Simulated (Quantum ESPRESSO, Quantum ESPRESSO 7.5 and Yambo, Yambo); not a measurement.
# Quasiparticle gap of PtS2 (1T monolayer) in Yambo

Wanted: ground state, empty states, screening and self-energy for PtS2 (1T monolayer).

Program: Quantum ESPRESSO 7.5 and Yambo 5.3.0. Level of theory: PBE and many-body steps on it, plane waves. Results are calculated unless marked as measured.

### 1. Starting point

The cell holds 3 atoms: 1 Pt and 2 S. Its edges and angles: a = 3.574 Å, b = 3.574 Å, c = 15.000 Å, α = 90.0°, β = 90.0°, γ = 120.0°. Vacuum lies along c.

The structure was relaxed with PBE. The runs that relaxed it are not among those shown. Spin-orbit coupling is left out unless a step names it.

### 2. Ground state

This step: Quantum ESPRESSO 7.5; DFT, PBE, plane waves, norm-conserving pseudopotentials.

The ground-state density comes first.

The input, pw.in:

```
&control
  calculation = 'scf'
  prefix = 'x'
  outdir = 'o'
  pseudo_dir = 'pseudo'
/
&system
  ibrav = 0
  nat = 3
  ntyp = 2
  ecutwfc = 76.0
  nbnd = 20
  force_symmorphic = .true.
/
&electrons
  conv_thr = 1e-10
  electron_maxstep = 80
  mixing_beta = 0.5
/
ATOMIC_SPECIES
  Pt 195.08 Pt.upf
  S 32.06 S.upf
CELL_PARAMETERS angstrom
  3.5735305101 -0.0000000000 0.0000000000
  -1.7867652550 3.0947682029 0.0000000000
  0.0000000000 0.0000000000 15.0000000000
ATOMIC_POSITIONS crystal
  Pt 0.0000000000 0.0000000000 0.5000000000
  S 0.3333333333 0.6666666667 0.5818569087
  S 0.6666666667 0.3333333333 0.4181430913
K_POINTS automatic
  12 12 1 0 0 0
```

Launch:

```sh
OMP_NUM_THREADS=1 mpirun -n 8 pw.x -nk 8 -in pw.in > pw.out
```

The program printed:

```text
Program PWSCF v.7.5 starts

     This program is part of the open-source Quantum ESPRESSO suite
     for quantum simulation of materials; please cite
         "P. Giannozzi et al., J. Phys.:Condens. Matter 21 395502 (2009);
         "P. Giannozzi et al., J. Phys.:Condens. Matter 29 465901 (2017);
         "P. Giannozzi et al., J. Chem. Phys. 152 154105 (2020);
     in publications or presentations arising from this work. More details at
     Message from routine setup:
     using ibrav=0 with symmetry is DISCOURAGED, use correct ibrav instead

     G-vector sticks info

     bravais-lattice index     =            0
     lattice parameter (alat)  =       6.7530  a.u.
     unit-cell volume          =    1119.4726 (a.u.)^3
     number of atoms/cell      =            3
     number of atomic types    =            2
     number of electrons       =        30.00
     number of Kohn-Sham states=           20
     kinetic-energy cutoff     =      76.0000  Ry
     charge density cutoff     =     304.0000  Ry
     scf convergence threshold =      1.0E-10
     mixing beta               =       0.5000
     number of iterations used =            8  plain     mixing
     Exchange-correlation= PBE
                           (   1   4   3   4   0   0   0)

     celldm(1)=   6.752994  celldm(2)=   0.000000  celldm(3)=   0.000000
     celldm(4)=   0.000000  celldm(5)=   0.000000  celldm(6)=   0.000000

     crystal axes: (cart. coord. in units of alat)
               a(1) = (   1.000000  -0.000000   0.000000 )
               a(2) = (  -0.500000   0.866025   0.000000 )
               a(3) = (   0.000000   0.000000   4.197530 )

     reciprocal axes: (cart. coord. in units 2 pi/alat)
               b(1) = (  1.000000  0.577350 -0.000000 )
               b(2) = (  0.000000  1.154701 -0.000000 )
               b(3) = ( -0.000000 -0.000000  0.238235 )
     Pseudo is Norm-conserving + core correction, Zval = 18.0
     Generated using ONCVPSP code by D. R. Hamann
     Using radial grid of 1374 points,  8 beta functions with:
     Pseudo is Norm-conserving + core correction, Zval =  6.0
     Generated using ONCVPSP code by D. R. Hamann
     Using radial grid of 1146 points,  6 beta functions with:
     Pt               18.00   195.08000     Pt( 1.00)
     S                 6.00    32.06000     S ( 1.00)

     12 Sym. Ops., with inversion, found

   Cartesian axes

     site n.     atom                  positions (alat units)
         1        Pt     tau(   1) = (   0.0000000   0.0000000   2.0987648  )
         2        S      tau(   2) = (  -0.0000000   0.5773503   2.4423616  )
         3        S      tau(   3) = (   0.5000000   0.2886751   1.7551680  )

     number of k points=    19
                       cart. coord. in units 2pi/alat
        k(    1) = (   0.0000000   0.0000000   0.0000000), wk =   0.0138889
        k(    2) = (   0.0000000   0.0962250   0.0000000), wk =   0.0833333
        k(    3) = (   0.0000000   0.1924501   0.0000000), wk =   0.0833333
        k(    4) = (   0.0000000   0.2886751   0.0000000), wk =   0.0833333
        k(    5) = (   0.0000000   0.3849002   0.0000000), wk =   0.0833333
        k(    6) = (   0.0000000   0.4811252   0.0000000), wk =   0.0833333
        k(    7) = (   0.0000000  -0.5773503   0.0000000), wk =   0.0416667
        k(    8) = (   0.0833333   0.1443376   0.0000000), wk =   0.0833333
        k(    9) = (   0.0833333   0.2405626   0.0000000), wk =   0.1666667
        k(   10) = (   0.0833333   0.3367877   0.0000000), wk =   0.1666667
     [... 7 further rows ...]
        k(   18) = (   0.2500000   0.5292377   0.0000000), wk =   0.1666667
        k(   19) = (   0.3333333   0.5773503   0.0000000), wk =   0.0277778

     Dense  grid:   100255 G-vectors     FFT dimensions: (  40,  40, 160)

     Initial potential from superposition of free atoms

     starting charge      29.9998, renormalised to      30.0000
     Starting wfcs are   18 randomized atomic wfcs +    2 random wfcs

     per-process dynamical memory:    73.8 Mb

     Self-consistent Calculation

     iteration #  1     ecut=    76.00 Ry     beta= 0.50

     total energy              =    -305.18150910 Ry
     estimated scf accuracy    <       0.49951251 Ry

     iteration #  2     ecut=    76.00 Ry     beta= 0.50

     total energy              =    -305.29405972 Ry
     estimated scf accuracy    <       0.77686752 Ry

     iteration #  3     ecut=    76.00 Ry     beta= 0.50

     total energy              =    -305.41133732 Ry
     estimated scf accuracy    <       0.00572646 Ry

     iteration #  4     ecut=    76.00 Ry     beta= 0.50

     total energy              =    -305.41226791 Ry
     estimated scf accuracy    <       0.00169075 Ry

     iteration #  5     ecut=    76.00 Ry     beta= 0.50

     total energy              =    -305.41252339 Ry
     estimated scf accuracy    <       0.00001068 Ry

     iteration #  6     ecut=    76.00 Ry     beta= 0.50

     total energy              =    -305.41253206 Ry
     estimated scf accuracy    <       0.00000052 Ry

     iteration #  7     ecut=    76.00 Ry     beta= 0.50

     total energy              =    -305.41253224 Ry
     estimated scf accuracy    <       0.00000008 Ry

     iteration #  8     ecut=    76.00 Ry     beta= 0.50

     total energy              =    -305.41253225 Ry
     estimated scf accuracy    <       0.00000002 Ry

     iteration #  9     ecut=    76.00 Ry     beta= 0.50

     total energy              =    -305.41253226 Ry
     estimated scf accuracy    <          9.0E-10 Ry

     iteration # 10     ecut=    76.00 Ry     beta= 0.50

     total energy              =    -305.41253226 Ry
     estimated scf accuracy    <          1.7E-10 Ry

     iteration # 11     ecut=    76.00 Ry     beta= 0.50

     End of self-consistent calculation

          k = 0.0000 0.0000 0.0000 ( 12619 PWs)   bands (ev):

   -99.5270 -53.6730 -53.6730 -53.5680 -14.8772 -12.6541  -6.4167  -6.4167
    -6.0352  -3.7253  -3.7253  -1.6633  -1.5514  -1.1800  -1.1800   2.3042
     2.3042   4.4767   4.9648   5.4783

          k = 0.0000 0.0962 0.0000 ( 12571 PWs)   bands (ev):

   -99.5270 -53.6743 -53.6733 -53.5678 -14.7917 -12.6754  -6.4046  -6.3626
    -5.9577  -3.8585  -3.7978  -2.0739  -1.4183  -1.1376  -0.9849   1.8855
     2.1884   4.6782   5.1941   5.7633

          k = 0.0000 0.1925 0.0000 ( 12560 PWs)   bands (ev):

   -99.5269 -53.6779 -53.6743 -53.5673 -14.5457 -12.7340  -6.3531  -6.2172
    -5.7404  -4.2973  -3.9446  -2.6018  -1.1482  -1.1168  -0.9172   1.1476
     1.9722   5.1528   5.5708   5.9812

          k = 0.0000 0.2887 0.0000 ( 12528 PWs)   bands (ev):

     [... further k-points ...]

     highest occupied, lowest unoccupied level (ev):    -0.8916    0.8753

!    total energy              =    -305.41253226 Ry
     estimated scf accuracy    <          1.1E-11 Ry

     The total energy is the sum of the following terms:
     one-electron contribution =    -938.54024196 Ry
     hartree contribution      =     468.67556006 Ry
     xc contribution           =     -60.14722001 Ry
     ewald contribution        =     224.59936967 Ry

     convergence has been achieved in  11 iterations

     XML data file, charge density, pseudopotentials, collected wavefunctions

=------------------------------------------------------------------------------=
   JOB DONE.
=------------------------------------------------------------------------------=
```

The job ended after 14 s (8 MPI ranks of Arm Neoverse V2, shared host; peak memory 0.95 GiB; 1.9 min of CPU time).

This step gave:

| Property | Result |
| --- | --- |
| total energy | -4155.3492 eV |
| gap | 1.767 eV |
| k of the valence top | 0.1667, 0.1667, 0 |
| k of the conduction bottom | 0, 0.25, 0 |
| least direct gap | 1.907 eV |

The gap is indirect, with the least direct gap 0.14 eV higher.

### 3. Bands along the symmetry lines

Levels along a band path, at the cheap level, show where the edges lie and whether the meshes to come will hold them.

The input, pw.in:

```
&control
  calculation = 'bands'
  prefix = 'x'
  outdir = 'o'
  pseudo_dir = 'pseudo'
/
&system
  ibrav = 0
  nat = 3
  ntyp = 2
  ecutwfc = 76.0
  nbnd = 21
  force_symmorphic = .true.
/
&electrons
  conv_thr = 1e-9
  electron_maxstep = 80
  diago_full_acc = .true.
  diago_thr_init = 5e-6
/
ATOMIC_SPECIES
  Pt 195.08 Pt.upf
  S 32.06 S.upf
CELL_PARAMETERS angstrom
  3.5735305101 -0.0000000000 0.0000000000
  -1.7867652550 3.0947682029 0.0000000000
  0.0000000000 0.0000000000 15.0000000000
ATOMIC_POSITIONS crystal
  Pt 0.0000000000 0.0000000000 0.5000000000
  S 0.3333333333 0.6666666667 0.5818569087
  S 0.6666666667 0.3333333333 0.4181430913
K_POINTS crystal
  25
  0.00000000 0.00000000 0.00000000 1
  0.06250000 0.00000000 0.00000000 1
  0.12500000 0.00000000 0.00000000 1
  0.18750000 0.00000000 0.00000000 1
  0.25000000 0.00000000 0.00000000 1
  0.31250000 0.00000000 0.00000000 1
  0.37500000 0.00000000 0.00000000 1
  0.43750000 0.00000000 0.00000000 1
  0.50000000 0.00000000 0.00000000 1
  0.47916667 0.04166667 0.00000000 1
  0.45833333 0.08333333 0.00000000 1
  0.43750000 0.12500000 0.00000000 1
  0.41666666 0.16666666 0.00000000 1
  0.39583333 0.20833333 0.00000000 1
  0.37500000 0.25000000 0.00000000 1
  0.35416666 0.29166666 0.00000000 1
  0.33333333 0.33333333 0.00000000 1
  0.29166666 0.29166666 0.00000000 1
  0.25000000 0.25000000 0.00000000 1
  0.20833333 0.20833333 0.00000000 1
  0.16666666 0.16666666 0.00000000 1
  0.12500000 0.12500000 0.00000000 1
  0.08333333 0.08333333 0.00000000 1
  0.04166667 0.04166667 0.00000000 1
  0.00000000 0.00000000 0.00000000 1
```

The program printed:

```text
[banner, memory and clock lines left out]
Program PWSCF v.7.5 starts

     Atomic positions and unit cell read from directory:
     o/x.save/

     Message from routine setup:
     using ibrav=0 with symmetry is DISCOURAGED, use correct ibrav instead

     G-vector sticks info

     bravais-lattice index     =            0
     lattice parameter (alat)  =       6.7530  a.u.
     unit-cell volume          =    1119.4726 (a.u.)^3
     number of atoms/cell      =            3
     number of atomic types    =            2
     number of electrons       =        30.00
     number of Kohn-Sham states=           21
     kinetic-energy cutoff     =      76.0000  Ry
     charge density cutoff     =     304.0000  Ry
     Exchange-correlation= PBE
                           (   1   4   3   4   0   0   0)

     celldm(1)=   6.752994  celldm(2)=   0.000000  celldm(3)=   0.000000
     celldm(4)=   0.000000  celldm(5)=   0.000000  celldm(6)=   0.000000

     crystal axes: (cart. coord. in units of alat)
               a(1) = (   1.000000  -0.000000   0.000000 )
               a(2) = (  -0.500000   0.866025   0.000000 )
               a(3) = (   0.000000   0.000000   4.197530 )

     reciprocal axes: (cart. coord. in units 2 pi/alat)
               b(1) = (  1.000000  0.577350 -0.000000 )
               b(2) = (  0.000000  1.154701 -0.000000 )
               b(3) = ( -0.000000 -0.000000  0.238235 )
     Pseudo is Norm-conserving + core correction, Zval = 18.0
     Generated using ONCVPSP code by D. R. Hamann
     Using radial grid of 1374 points,  8 beta functions with:
     Pseudo is Norm-conserving + core correction, Zval =  6.0
     Generated using ONCVPSP code by D. R. Hamann
     Using radial grid of 1146 points,  6 beta functions with:
     Pt               18.00   195.08000     Pt( 1.00)
     S                 6.00    32.06000     S ( 1.00)

     12 Sym. Ops., with inversion, found

   Cartesian axes

     site n.     atom                  positions (alat units)
         1        Pt     tau(   1) = (   0.0000000   0.0000000   2.0987648  )
         2        S      tau(   2) = (  -0.0000000   0.5773503   2.4423616  )
         3        S      tau(   3) = (   0.5000000   0.2886751   1.7551680  )

     number of k points=    25
                       cart. coord. in units 2pi/alat
        k(    1) = (   0.0000000   0.0000000   0.0000000), wk =   0.0800000
        k(    2) = (   0.0625000   0.0360844   0.0000000), wk =   0.0800000
        k(    3) = (   0.1250000   0.0721688   0.0000000), wk =   0.0800000
[...]
[... 13 further rows ...]
        k(   24) = (   0.0416667   0.0721688   0.0000000), wk =   0.0800000
        k(   25) = (   0.0000000   0.0000000   0.0000000), wk =   0.0800000

     Dense  grid:   100255 G-vectors     FFT dimensions: (  40,  40, 160)

     The potential is recalculated from file :
     o/x.save/charge-density

     Starting wfcs are   18 randomized atomic wfcs +    3 random wfcs

     Band Structure Calculation

     End of band structure calculation

          k = 0.0000 0.0000 0.0000 ( 12619 PWs)   bands (ev):

   -99.5269 -53.6730 -53.6730 -53.5679 -14.8772 -12.6541  -6.4166  -6.4166
    -6.0351  -3.7253  -3.7252  -1.6633  -1.5514  -1.1800  -1.1800   2.3042
     2.3042   4.4767   4.9648   5.4783   5.8051

          k = 0.0625 0.0361 0.0000 ( 12589 PWs)   bands (ev):

   -99.5269 -53.6737 -53.6731 -53.5678 -14.8289 -12.6662  -6.4102  -6.3859
[...]
2.2358   4.5936   5.1105   5.6432   5.9025

          k = 0.1250 0.0722 0.0000 ( 12568 PWs)   bands (ev):

[...]
2.0775   4.8949   5.3757   5.9942   6.1831

[...]
k = 0.0417 0.0722 0.0000 ( 12589 PWs)   bands (ev):

[...]
2.2061   4.6308   5.1489   5.6994   5.9343

          k = 0.0000 0.0000 0.0000 ( 12619 PWs)   bands (ev):

   -99.5269 -53.6730 -53.6730 -53.5679 -14.8772 -12.6541  -6.4166  -6.4166
    -6.0351  -3.7253  -3.7252  -1.6633  -1.5514  -1.1800  -1.1800   2.3042
     2.3042   4.4767   4.9648   5.4783   5.8051

     XML data file, pseudopotentials, collected wavefunctions
```

Run time: 6.9 s. Hardware: 8 MPI ranks; peak memory 0.8 GiB.

Numbers from this step:

```
gap                        : 1.767 eV
k of the valence top       : 0.1667, 0.1667, 0
k of the conduction bottom : 0.25, 0, 0
least direct gap           : 1.907 eV
```

The gap is 1.767 eV, as in the run before at this level.

Electronic bands along the path, in eV, zero at the top of the highest filled band:

```tsv
point	band 12	band 13	band 14	band 15	band 16	band 17	band 18	band 19
Γ	-0.77	-0.66	-0.29	-0.29	3.20	3.20	5.37	5.86
halfway	-2.00	-0.42	-0.41	-0.14	1.77	2.76	6.19	6.69
M	-2.10	-2.02	-1.67	-1.37	2.79	2.98	5.52	6.76
halfway	-2.23	-2.19	-1.09	-0.75	2.30	2.60	6.21	7.82
K	-2.44	-2.23	-0.71	-0.71	2.15	2.15	6.86	8.97
halfway	-2.05	-0.80	-0.48	0.00	2.10	2.14	6.84	7.06
Γ	-0.77	-0.66	-0.29	-0.29	3.20	3.20	5.37	5.86
```

### 4. Empty states on the mesh, 6×6×1 mesh, 449 bands

The sums over transitions need many empty states on a uniform mesh; this step solves for them.

The input, pw.in:

```
&control
  calculation = 'nscf'
  prefix = 'x'
  outdir = 'o'
  pseudo_dir = 'pseudo'
/
&system
  ibrav = 0
  nat = 3
  ntyp = 2
  ecutwfc = 76.0
  nbnd = 449
  force_symmorphic = .true.
/
&electrons
  conv_thr = 1e-9
  electron_maxstep = 80
  diago_full_acc = .true.
  diago_thr_init = 5e-6
/
ATOMIC_SPECIES
  Pt 195.08 Pt.upf
  S 32.06 S.upf
CELL_PARAMETERS angstrom
  3.5735305101 -0.0000000000 0.0000000000
  -1.7867652550 3.0947682029 0.0000000000
  0.0000000000 0.0000000000 15.0000000000
ATOMIC_POSITIONS crystal
  Pt 0.0000000000 0.0000000000 0.5000000000
  S 0.3333333333 0.6666666667 0.5818569087
  S 0.6666666667 0.3333333333 0.4181430913
K_POINTS automatic
  6 6 1 0 0 0
```

Launch:

```sh
OMP_NUM_THREADS=1 mpirun -n 8 pw.x -nk 4 -in pw.in > pw.out
```

The program printed:

```text
[banner, memory and clock lines left out]
Program PWSCF v.7.5 starts

     Atomic positions and unit cell read from directory:
     o/x.save/

     Message from routine setup:
     using ibrav=0 with symmetry is DISCOURAGED, use correct ibrav instead

     bravais-lattice index     =            0
     lattice parameter (alat)  =       6.7530  a.u.
     unit-cell volume          =    1119.4726 (a.u.)^3
     number of atoms/cell      =            3
     number of atomic types    =            2
     number of electrons       =        30.00
     number of Kohn-Sham states=          449
     kinetic-energy cutoff     =      76.0000  Ry
     charge density cutoff     =     304.0000  Ry
     Exchange-correlation= PBE
                           (   1   4   3   4   0   0   0)

     celldm(1)=   6.752994  celldm(2)=   0.000000  celldm(3)=   0.000000
     celldm(4)=   0.000000  celldm(5)=   0.000000  celldm(6)=   0.000000

     crystal axes: (cart. coord. in units of alat)
               a(1) = (   1.000000  -0.000000   0.000000 )
               a(2) = (  -0.500000   0.866025   0.000000 )
               a(3) = (   0.000000   0.000000   4.197530 )

     reciprocal axes: (cart. coord. in units 2 pi/alat)
               b(1) = (  1.000000  0.577350 -0.000000 )
               b(2) = (  0.000000  1.154701 -0.000000 )
               b(3) = ( -0.000000 -0.000000  0.238235 )
     Pseudo is Norm-conserving + core correction, Zval = 18.0
     Generated using ONCVPSP code by D. R. Hamann
     Using radial grid of 1374 points,  8 beta functions with:
     Pseudo is Norm-conserving + core correction, Zval =  6.0
     Generated using ONCVPSP code by D. R. Hamann
     Using radial grid of 1146 points,  6 beta functions with:
     Pt               18.00   195.08000     Pt( 1.00)
     S                 6.00    32.06000     S ( 1.00)

     12 Sym. Ops., with inversion, found

   Cartesian axes

     site n.     atom                  positions (alat units)
         1        Pt     tau(   1) = (   0.0000000   0.0000000   2.0987648  )
         2        S      tau(   2) = (  -0.0000000   0.5773503   2.4423616  )
         3        S      tau(   3) = (   0.5000000   0.2886751   1.7551680  )

     number of k points=     7
                       cart. coord. in units 2pi/alat
        k(    1) = (   0.0000000   0.0000000   0.0000000), wk =   0.0555556
        k(    2) = (   0.0000000   0.1924501   0.0000000), wk =   0.3333333
        k(    3) = (   0.0000000   0.3849002   0.0000000), wk =   0.3333333
        k(    4) = (   0.0000000  -0.5773503   0.0000000), wk =   0.1666667
        k(    5) = (   0.1666667   0.2886751   0.0000000), wk =   0.3333333
        k(    6) = (   0.1666667   0.4811252   0.0000000), wk =   0.6666667
        k(    7) = (   0.3333333   0.5773503   0.0000000), wk =   0.1111111

     Dense  grid:   100255 G-vectors     FFT dimensions: (  40,  40, 160)

     The potential is recalculated from file :
     o/x.save/charge-density

     Starting wfcs are   18 randomized atomic wfcs +  431 random wfcs

     Band Structure Calculation

     End of band structure calculation

          k = 0.0000 0.0000 0.0000 ( 12619 PWs)   bands (ev):

   -99.5269 -53.6730 -53.6730 -53.5679 -14.8772 -12.6541  -6.4166  -6.4166
    -6.0351  -3.7253  -3.7253  -1.6633  -1.5514  -1.1800  -1.1800   2.3042
     2.3042   4.4767   4.9648   5.4783   5.8051   7.4457   7.8606   7.8606
[...]
[... 45 further rows ...]
[...]
112.7112

          k = 0.0000 0.1925 0.0000 ( 12560 PWs)   bands (ev):

[...]
[... 45 further rows ...]
[...]
110.2018

          k = 0.0000 0.3849 0.0000 ( 12540 PWs)   bands (ev):

[...]
29.2747  29.2888  29.5043  29.5060  30.0552  30.8745  31.0773  31.2221
     [... 45 further rows ...]
   107.2431 107.5020 107.6476 107.8176 107.8981 108.1865 108.2715 108.3786
   108.4136

          k = 0.0000-0.5774 0.0000 ( 12518 PWs)   bands (ev):

     [... further k-points ...]

     highest occupied, lowest unoccupied level (ev):    -0.8916    1.1476

     XML data file, pseudopotentials, collected wavefunctions
```

Elapsed: 96 s, on 8 MPI ranks; peak memory 2.5 GiB; 13 min of CPU time.

Numbers from this step:

```yaml
gap: 2.039 eV
k_of_the_valence_top: 0.1667, 0.1667, 0
k_of_the_conduction_bottom: 0, 0.1667, 0
least_direct_gap: 2.065 eV
k_points_computed: 7
lowest_point_of_the_top_converged_band_above_the_valence_top: 108.0712 eV
```

On this mesh the gap is 2.039 eV. The earlier step found 1.767 eV, so this mesh misses an edge.

(Continued in part 2 of 2.)

[Paths, hosts, dates, memory and timing lines, banners, echoed tables and standing remarks are left out of the program output.]

[Logs are printed without paths, hosts, clocks, repeated set-up lines and the standing remarks that a program may print on its own settings, such as how far it seeks lower states.]

[Runs of the session that timed out or met a known fault of the program may be left out.]

[Hosts, paths, dates, database ids (printed as entryN), source tags and the programs' standing remarks are cut or masked in the printed files.]
